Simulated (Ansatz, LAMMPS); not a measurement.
**Relaxing glassy 67P2O5-33Li2O (mol %) (68 atoms)**

Wanted: the relaxed structure of glassy 67P2O5-33Li2O (mol %) (68 atoms) and its electronic structure.

Program: Ansatz 0.2.0. Level of theory: Kohn-Sham DFT, PBE, PAW (set soft_2), plane waves. Results are calculated unless marked as measured.

This is a report of a sequence of runs, with most program output left out.

## (1) The starting structure

The cell holds 68 atoms: 16 P, 8 Li and 44 O. Its edges and angles: a = 9.541 Å, b = 9.541 Å, c = 9.541 Å, α = 90.0°, β = 90.0°, γ = 90.0°. 68 atoms (16 P, 8 Li, 44 O) placed at random at 2.39 g/cm³, melted at 4000 K for 10 ps at fixed volume with the Morse and Coulomb pair potential with partial charges (Pedone, Malavasi, Menziani, Cormack and Segre, J. Phys. Chem. B 110, 11780 (2006)). Quenched from 4000 K to 300 K at 20 K/ps and fixed volume, held 10 ps at zero pressure.

Before any run, some limits are plain. The quench rate of 20 K/ps is many orders above laboratory rates, so the cell is likely richer in defects and strain than a real sample. The network of bonds at the start is that of the classical potential that made the cell. The Brillouin zone is sampled at Γ only, in a cell whose shortest periodic width is 10 Å.

## (2) The classical run that made the cell

A classical potential supplies the starting structure, since it reaches far longer times than DFT.

This step: classical MD, Morse and Coulomb pair potential with partial charges (Pedone, Malavasi, Menziani, Cormack and Segre, J. Phys. Chem. B 110, 11780 (2006)) (LAMMPS 22 Jul 2025 - Update 4).

File in.lmp:

```
# melt-quench of P16Li8O44
units metal
atom_style charge
boundary p p p
region box block 0 9.5590 0 9.5590 0 9.5590
create_box 3 box
mass 1 30.9738   # P
mass 2 6.9400   # Li
mass 3 15.9990   # O
create_atoms 1 random 16 552687 NULL overlap 1.5 maxtry 2000
create_atoms 2 random 8 552694 NULL overlap 1.5 maxtry 2000
create_atoms 3 random 44 552701 NULL overlap 1.5 maxtry 2000
pair_style hybrid/overlay pedone 5.5 coul/long 8.0
pair_coeff * * coul/long
pair_coeff 1 3 pedone 0.831326 2.585833 1.800790 1   # P-O
pair_coeff 2 3 pedone 0.001114 3.429506 2.681360 1   # Li-O
pair_coeff 3 3 pedone 0.042395 1.379316 3.618701 22   # O-O
set type 1 charge 3
set type 2 charge 0.6
set type 3 charge -1.2
kspace_style pppm 1.0e-4
neigh_modify delay 0 every 1 check yes
thermo_style custom step time temp pe press density
thermo_modify norm yes
timestep 0.002
thermo 100
min_style cg
minimize 1e-4 1e-4 200 2000
reset_timestep 0
velocity all create 4000 552688 mom yes dist gaussian
fix lim all nve/limit 0.05
fix lan all langevin 4000 4000 0.2 552689 zero yes
thermo 500
run 1000 post no
# [... 7 lines left out ...]
fix md all nvt temp 4000 300 0.2
run 92500 post no
unfix md
thermo 1666
fix md all npt temp 300 300 0.2 iso 0 0 2
run 5000 post no
unfix md
write_dump all custom glass.dump id type xs ys zs modify sort id
```

Run with:

```
$ lmp -in in.lmp -log none -nocite
```

The job ended after 35 s (1 thread of Arm Neoverse V2, shared host; peak memory 0.07 GiB).

## (3) Single point at the start

A single point comes first, to see the forces before anything moves.

File input.yaml:

```yaml
crystal:
  lattice:
    - [9.54148, 0.0, 0.0]
    - [0.0, 9.54148, 0.0]
    - [0.0, 0.0, 9.54148]
  atoms:
    - { symbol: P, position: [0.55881, 0.11391, 0.79256] }
    - { symbol: P, position: [0.84316, 0.16887, 0.64724] }
    - { symbol: P, position: [0.46079, 0.59561, 0.05105] }
    - { symbol: P, position: [0.4505, 0.22183, 0.34168] }
    - { symbol: P, position: [0.08574, 0.36449, 0.33616] }
    - { symbol: P, position: [0.25928, 0.00475, 0.02825] }
    - { symbol: P, position: [0.23016, 0.81898, 0.75534] }
    - { symbol: P, position: [0.59445, 0.30302, 0.05898] }
[... 56 atom lines left out ...]
    - { symbol: O, position: [0.68732, 0.47721, 0.299] }
    - { symbol: O, position: [0.55745, 0.20326, 0.93236] }
    - { symbol: O, position: [0.45985, 0.34285, 0.45028] }
    - { symbol: O, position: [0.12744, 0.88772, 0.65189] }
kpoints:
  mp_grid: { grid: [1, 1, 1] }
hamiltonian:
  xc: pbe
scf:
  occupations: { method: fixed }
output:
  forces: true
  stress: true
  populations: true
  dos:
    method: { smearing: { sigma: 0.1 } }
    de: 0.1
    projected: { site_lists: { Li: [Li], O: [O], P: [P] } }
  eigenvalues: true
```

Run with:

```
$ ansatz run input.yaml --threads 4 --pin off --max-ram 8192MiB --backend cpu --events-out ev --progress --plain --runs-dir out
```

The job ended after 7.5 s (4 threads of Arm Neoverse V2, shared host; peak memory 0.94 GiB; 27 s of CPU time).

Numbers from this run:

```yaml
free_energy: -38715.5378 eV
free_energy_per_atom: -569.3461 eV/atom
scf_cycles: 10
pressure: 2.716 GPa
r_m_s_force_component: 1.629 eV/Å
longest_force: 6.664 eV/Å
fermi_energy: 4.107 eV
spacing_of_highest_filled_and_lowest_empty_level: 1.165 eV
spilling_of_the_projection: 0.0176
```

The r.m.s. force component of 1.6 eV/Å and the pressure of 2.7 GPa set the starting point.

Neighbours are counted within 2.02 Å (O-P), 2.52 Å (O-Li).

Length of the force by element and coordination:

| element | coordination | atoms | mean length of the force (eV/Å) | spread | least | most |
| --- | --- | --- | --- | --- | --- | --- |
| Li | all | 8 | 1.03 | 0.171 | 0.850 | 1.44 |
| Li | 2 | 1 | 0.905 | 0 | 0.905 | 0.905 |
| Li | 3 | 3 | 1.16 | 0.202 | 0.996 | 1.44 |
| Li | 4 | 4 | 0.962 | 0.0826 | 0.850 | 1.07 |
| O | all | 44 | 2.04 | 1.21 | 0.233 | 4.72 |
| O | 1 | 7 | 1.55 | 0.767 | 0.575 | 3.05 |
| O | 2 | 29 | 2.12 | 1.14 | 0.233 | 4.72 |
| O | 3 | 6 | 2.02 | 1.62 | 0.569 | 4.36 |
| O | 4 | 2 | 2.77 | 1.38 | 1.39 | 4.15 |
| P | all | 16 | 3.92 | 1.56 | 1.50 | 6.66 |

## (4) Cell and atoms relaxed

The cell is relaxed with the atoms, since the starting lattice needn't suit this functional.

input.yaml, the sections that differ from step 3:

```yaml
output:
  forces: true
relax:
  f_tol: 0.05
  max_steps: 200
  cell: {}
# crystal, kpoints, hamiltonian, scf: as in step 3
```

It took 11 min on 4 threads; peak memory 0.98 GiB; 42 min of CPU time.

Step by step (22 of 156):

| step | energy less that of the first step (eV) | largest force component (eV/Å) | pressure (GPa) | volume (Å³) |
| --- | --- | --- | --- | --- |
| 1 | 0.0000 | 6.1865 | 2.72 | 868.65 |
| 8 | -9.4201 | 0.5283 | 0.22 | 860.25 |
| 16 | -10.1000 | 0.3387 | -0.16 | 887.82 |
| 23 | -10.1685 | 0.2090 | -0.11 | 900.45 |
| 31 | -10.3910 | 0.1133 | -0.07 | 898.41 |
| 38 | -10.4410 | 0.2288 | -0.23 | 915.64 |
| 45 | -10.5325 | 0.1734 | 0.05 | 913.35 |
| 53 | -10.5539 | 0.1494 | -0.11 | 920.80 |
| 60 | -10.5853 | 0.1566 | 0.04 | 917.30 |
| 67 | -10.6789 | 0.0834 | 0.01 | 910.44 |
| 75 | -11.0401 | 0.1369 | -0.06 | 938.03 |
| 82 | -11.2067 | 0.1236 | 0.04 | 955.49 |
| 90 | -11.2330 | 0.2742 | 0.02 | 959.67 |
| 97 | -11.2905 | 0.1405 | -0.10 | 966.96 |
| 104 | -11.3540 | 0.1173 | 0.02 | 977.84 |
| 112* | -11.6613 | 0.0434 | 0.22 | 977.02 |
| 119 | -11.6572 | 0.5510 | -0.26 | 995.86 |
| 126 | -11.7189 | 0.0556 | 0.01 | 990.68 |
| 134 | -11.9067 | 0.1185 | -0.01 | 982.92 |
| 141 | -11.9690 | 0.0723 | 0.08 | 980.06 |
| 149 | -12.0382 | 0.0526 | -0.01 | 981.09 |
| 156* | -12.0687 | 0.0342 | 0.01 | 985.62 |

Relaxation steps marked * repeat the geometry before them on a plane-wave basis chosen anew for their cell, so energy and pressure can jump there. Other such steps can lie between the rows shown. Relaxation steps 48, 60, 66, 91, 94, 102, 107, 119 and 5 more were tried and not accepted.

| cell as run | before | after | change |
| --- | --- | --- | --- |
| a (Å) | 9.541 | 11.870 | +24.4 % |
| b (Å) | 9.541 | 9.265 | -2.9 % |
| c (Å) | 9.541 | 9.088 | -4.8 % |
| α (°) | 90.00 | 84.27 | -6.4 % |
| β (°) | 90.00 | 82.54 | -8.3 % |
| γ (°) | 90.00 | 90.86 | +1.0 % |
| volume (Å³/atom) | 12.77 | 14.49 | +13.5 % |

The atoms that moved most (Å, as changes of fractional coordinates times the final cell):

| atom | dx | dy | dz | length |
| --- | --- | --- | --- | --- |
| Li22 | -1.149 | 2.148 | 2.484 | 3.480 |
| O28 | -1.163 | 2.397 | 0.347 | 2.687 |
| O41 | -2.577 | 0.129 | 0.334 | 2.602 |
| O62 | -2.234 | -0.764 | 0.017 | 2.361 |
| O65 | 2.159 | -0.142 | 0.163 | 2.169 |
| O42 | -1.966 | 0.724 | 0.129 | 2.100 |
| Li20 | -2.003 | 0.553 | 0.145 | 2.083 |
| P6 | -2.005 | 0.460 | 0.161 | 2.064 |

The relaxation changed the energy by -177 meV/atom, and atoms moved by 1.3 Å r.m.s., 3.5 Å at most.

## (5) Structure statistics after relaxation

Bonds before and after, by the cutoffs listed below:

| pair | bonds before | bonds after | mean before (Å) | mean after (Å) | spread before (Å) | spread after (Å) |
| --- | --- | --- | --- | --- | --- | --- |
| O-P | 64 | 64 | 1.538 | 1.571 | 0.044 | 0.084 |
| O-Li | 25 | 26 | 2.061 | 1.952 | 0.113 | 0.074 |

Density 2.11 g/cm³, 14.49 Å³ an atom.

g(r), total and by pair (bins of 0.2 Å):

| r (Å) | total | O-O | O-P | O-Li | P-P | P-Li | Li-Li |
| --- | --- | --- | --- | --- | --- | --- | --- |
| 1.40 | 1.41 | 0.00 | 4.61 | 0.00 | 0.00 | 0.00 | 0.00 |
| 1.60 | 2.64 | 0.00 | 8.66 | 0.00 | 0.00 | 0.00 | 0.00 |
| 1.80 | 0.59 | 0.00 | 1.28 | 1.30 | 0.00 | 0.00 | 0.00 |
| 2.00 | 0.93 | 0.00 | 0.00 | 6.12 | 0.00 | 0.00 | 0.00 |
| 2.20 | 0.03 | 0.00 | 0.00 | 0.23 | 0.00 | 0.00 | 0.00 |
| 2.40 | 0.69 | 1.46 | 0.00 | 0.37 | 0.00 | 0.50 | 0.00 |
| 2.60 | 1.92 | 4.52 | 0.00 | 0.17 | 0.00 | 0.00 | 0.00 |
| 2.80 | 0.23 | 0.20 | 0.00 | 0.14 | 0.38 | 1.54 | 1.65 |
| 3.00 | 0.84 | 0.80 | 0.12 | 0.24 | 5.19 | 2.32 | 1.34 |
| 3.20 | 1.00 | 1.19 | 0.76 | 0.55 | 1.25 | 1.79 | 1.25 |
| 3.40 | 1.16 | 0.88 | 1.29 | 1.54 | 0.00 | 2.15 | 3.08 |
| 3.60 | 0.80 | 0.63 | 1.28 | 0.61 | 0.00 | 0.68 | 0.91 |
| 3.80 | 0.90 | 0.62 | 1.36 | 1.25 | 0.00 | 0.63 | 0.00 |
| 4.00 | 1.10 | 0.66 | 2.05 | 1.20 | 0.18 | 0.19 | 0.00 |
| 4.20 | 0.88 | 0.71 | 0.85 | 1.46 | 0.68 | 1.21 | 0.00 |
| 4.40 | 1.05 | 0.93 | 0.92 | 1.44 | 1.25 | 1.12 | 2.56 |

Bonds by pair of elements; cutoffs follow the first minimum of g(r), held within bounds set by covalent radii, and pairs that aren't listed don't count as bonded:

| pair A-B | cutoff (Å) | bonds | mean length (Å) | spread (Å) | shortest (Å) | B about A | A about B |
| --- | --- | --- | --- | --- | --- | --- | --- |
| O-P | 2.11 | 64 | 1.57 | 0.084 | 1.45 | 1.46 | 4 |
| O-Li | 2.33 | 26 | 1.95 | 0.074 | 1.78 | 0.591 | 3.25 |

How many atoms have how many bonded neighbours:

| element | mean | 1 | 2 | 3 | 4 |
| --- | --- | --- | --- | --- | --- |
| Li | 3.25 | 0 | 0 | 6 | 2 |
| O | 2.04 | 3 | 36 | 5 | 0 |
| P | 4 | 0 | 0 | 0 | 16 |

Bond angles (no mean is given where the spread exceeds 20°):

| angle | count | mean (°) | spread (°) |
| --- | --- | --- | --- |
| O-P-O | 96 | 109 | 7.5 |
| O-Li-O | 30 | 113 | 17.2 |
| Li-O-P | 26 | - | - |
| P-O-P | 20 | 135 | 8 |
| Li-O-Li | 5 | 107 | 11.3 |

Oxygen atoms by the number of network formers (Si, P, Ge, B, Al, As, Ga) bound to them:

| network formers bound to O | O atoms | per cent |
| --- | --- | --- |
| 0 | 0 | 0 |
| 1 | 24 | 54.5 |
| 2 | 20 | 45.5 |

Network units: each former by its oxygen neighbours and how many of them bridge to another former:

| former | O neighbours | bridging O | atoms |
| --- | --- | --- | --- |
| P | 4 | 1 | 2 |
| P | 4 | 2 | 5 |
| P | 4 | 3 | 8 |
| P | 4 | 4 | 1 |

Bond length by coordination (bonds to H left out):

| element | coordination | atoms | mean bond length (Å) |
| --- | --- | --- | --- |
| Li | 3 | 6 | 1.94 |
| Li | 4 | 2 | 1.99 |
| O | 1 | 3 | 1.46 |
| O | 2 | 36 | 1.66 |
| O | 3 | 5 | 1.82 |

Rings of the network by King's shortest-path rule, up to 12 atoms, one path for each pair of neighbours; H, halogens, alkali and alkaline-earth atoms are left out, and the last column divides by all other atoms, bonded or not:

| ring size (atoms) | rings | per network atom |
| --- | --- | --- |
| 10 | 2 | 0.033 |

For some of the pairs, g(r) has its first main peak near 2.5 Å (O-O), 1.6 Å (O-P), 1.9 Å (O-Li) and 3.0 Å (P-P). Counting bonds as in the table, 75 % of Li atoms have 3, 82 % of O atoms have 2 and all P atoms have 4 bonded neighbours. The O-P-O angle averages 109° with a spread of 8°. 46 % of the oxygens bridge two formers (P) and 54 % are non-bridging. The commonest P unit has 4 oxygens, 3 of them shared with other formers (8 of 16 atoms). All rings counted have 10 atoms.

## (6) Single point at the relaxed geometry

One more single point at the end of the walk gives the fuller output and checks the residual forces.

File input.yaml:

```yaml
crystal:
  lattice:
    - [11.85091, -0.09325, 0.67256]
    - [-0.09325, 9.25299, 0.46266]
    - [0.67256, 0.46266, 9.05077]
  atoms:
    - { symbol: P, position: [0.61035, 0.08456, 0.75874] }
    - { symbol: P, position: [0.85275, 0.17492, 0.72358] }
    - { symbol: P, position: [0.46008, 0.57498, 0.94749] }
    - { symbol: P, position: [0.47108, 0.16484, 0.30736] }
    - { symbol: P, position: [0.12542, 0.35224, 0.42229] }
    - { symbol: P, position: [0.08885, 0.05135, 0.05629] }
    - { symbol: P, position: [0.17721, 0.93894, 0.7654] }
    - { symbol: P, position: [0.53454, 0.27733, 0.9918] }
[... 56 atom lines left out ...]
    - { symbol: O, position: [0.86907, 0.4634, 0.30418] }
    - { symbol: O, position: [0.52265, 0.15793, 0.88088] }
    - { symbol: O, position: [0.53284, 0.30849, 0.34222] }
    - { symbol: O, position: [0.1083, 0.94766, 0.61867] }
kpoints:
  mp_grid: { grid: [1, 1, 1] }
hamiltonian:
  xc: pbe
scf:
  occupations: { method: fixed }
output:
  forces: true
  stress: true
  populations: true
  dos:
    method: { smearing: { sigma: 0.1 } }
    de: 0.1
    projected: { site_lists: { Li: [Li], O: [O], P: [P] } }
  eigenvalues: true
  write_density: true
  write_potential: true
  volumetric_format: npy
```

The job ended after 8.7 s (4 threads; peak memory 1 GiB).

Numbers from this run:

| Quantity | Value |
| --- | --- |
| free energy | -38727.6065 eV |
| free energy per atom | -569.5236 eV/atom |
| SCF cycles | 10 |
| pressure | 0.008783 GPa |
| r.m.s. force component | 0.00906 eV/Å |
| longest force | 0.03875 eV/Å |
| Fermi energy | 2.091 eV |
| gap (highest filled to lowest empty level) | 3.247 eV |
| spilling of the projection | 0.01743 |

Löwdin charges by element and coordination (they lack the spilled electrons, 0.094 e an atom on average):

| element | coordination | atoms | mean charge (e) | spread | least | most |
| --- | --- | --- | --- | --- | --- | --- |
| Li | all | 8 | 0.784 | 0.0169 | 0.757 | 0.811 |
| Li | 3 | 6 | 0.791 | 0.0138 | 0.776 | 0.811 |
| Li | 4 | 2 | 0.765 | 0.0078 | 0.757 | 0.773 |
| O | all | 44 | -0.783 | 0.0759 | -0.970 | -0.687 |
| O | 1 | 3 | -0.747 | 0.0369 | -0.799 | -0.718 |
| O | 2 | 36 | -0.767 | 0.0601 | -0.899 | -0.687 |
| O | 3 | 5 | -0.924 | 0.0369 | -0.970 | -0.857 |
| P | all | 16 | 2.16 | 0.0463 | 2.09 | 2.27 |

States in the cell by windows of 1 eV, zero at the Fermi level; the larger projections on atomic orbitals stand beside the total:

| from (eV) | to (eV) | total | O p | P p | O s |
| --- | --- | --- | --- | --- | --- |
| -18 | -17 | 8.3 | 0.2 | 1.7 | 6.2 |
| -17 | -16 | 2.1 | 0.1 | 0.4 | 1.6 |
| -16 | -15 | 0.0 | 0.0 | 0.0 | 0.0 |
| -15 | -14 | 2.0 | 1.1 | 0.3 | 0.2 |
| -14 | -13 | 2.0 | 1.1 | 0.3 | 0.2 |
| -13 | -12 | 6.4 | 3.8 | 0.9 | 0.7 |
| -12 | -11 | 5.6 | 3.4 | 1.0 | 0.5 |
| -11 | -10 | 8.3 | 5.4 | 1.7 | 0.5 |
| -10 | -9 | 11.4 | 7.7 | 2.6 | 0.5 |
| -9 | -8 | 4.3 | 2.9 | 1.0 | 0.2 |
| -8 | -7 | 9.1 | 6.4 | 0.9 | 1.3 |
| -7 | -6 | 24.2 | 17.9 | 2.0 | 2.8 |
| -6 | -5 | 33.5 | 26.6 | 2.7 | 2.8 |
| -5 | -4 | 37.3 | 32.1 | 2.1 | 1.9 |
| -4 | -3 | 29.4 | 26.2 | 1.4 | 0.9 |
| -3 | -2 | 45.9 | 42.1 | 2.0 | 0.5 |
| -2 | -1 | 31.9 | 30.2 | 0.6 | 0.2 |
| -1 | 0 | 10.8 | 10.5 | 0.1 | 0.0 |
| 0 | 1 | 2.0 | 1.9 | 0.0 | 0.0 |
| 1 | 3 | 0.0 | 0.0 | 0.0 | 0.0 |
| 3 | 4 | 2.0 | 0.2 | 0.2 | 0.5 |
| 4 | 5 | 6.5 | 1.0 | 1.3 | 1.1 |

With fixed occupations the program's Fermi level is the highest filled level; weight inside the gap is the broadening of levels at its edges.

Between -26 and -18 eV lie 78 more states.

The stored curve holds about 352 of the 368 electrons; the rest, give or take the few that broadening carries across the Fermi level, lie in deeper levels below its range.

The levels nearest the highest filled one (over half full), pooled over k-points and spins:

| level less the highest filled one (eV) | occupation |
| --- | --- |
| -0.918 | 2 |
| -0.851 | 2 |
| -0.660 | 2 |
| -0.304 | 2 |
| -0.0741 | 2 |
| 0 | 2 |
| 3.25 | 0 |
| 4.47 | 0 |
| 4.63 | 0 |
| 4.73 | 0 |
| 5.01 | 0 |
| 5.13 | 0 |

(Continued in part 2 of 2.)

[Logs are printed without paths, hosts, clocks, repeated set-up lines and the standing remarks that a program may print on its own settings, such as how far it seeks lower states.]

[Hosts, paths, dates, database ids (printed as entryN), source tags and the programs' standing remarks are cut or masked in the printed files.]
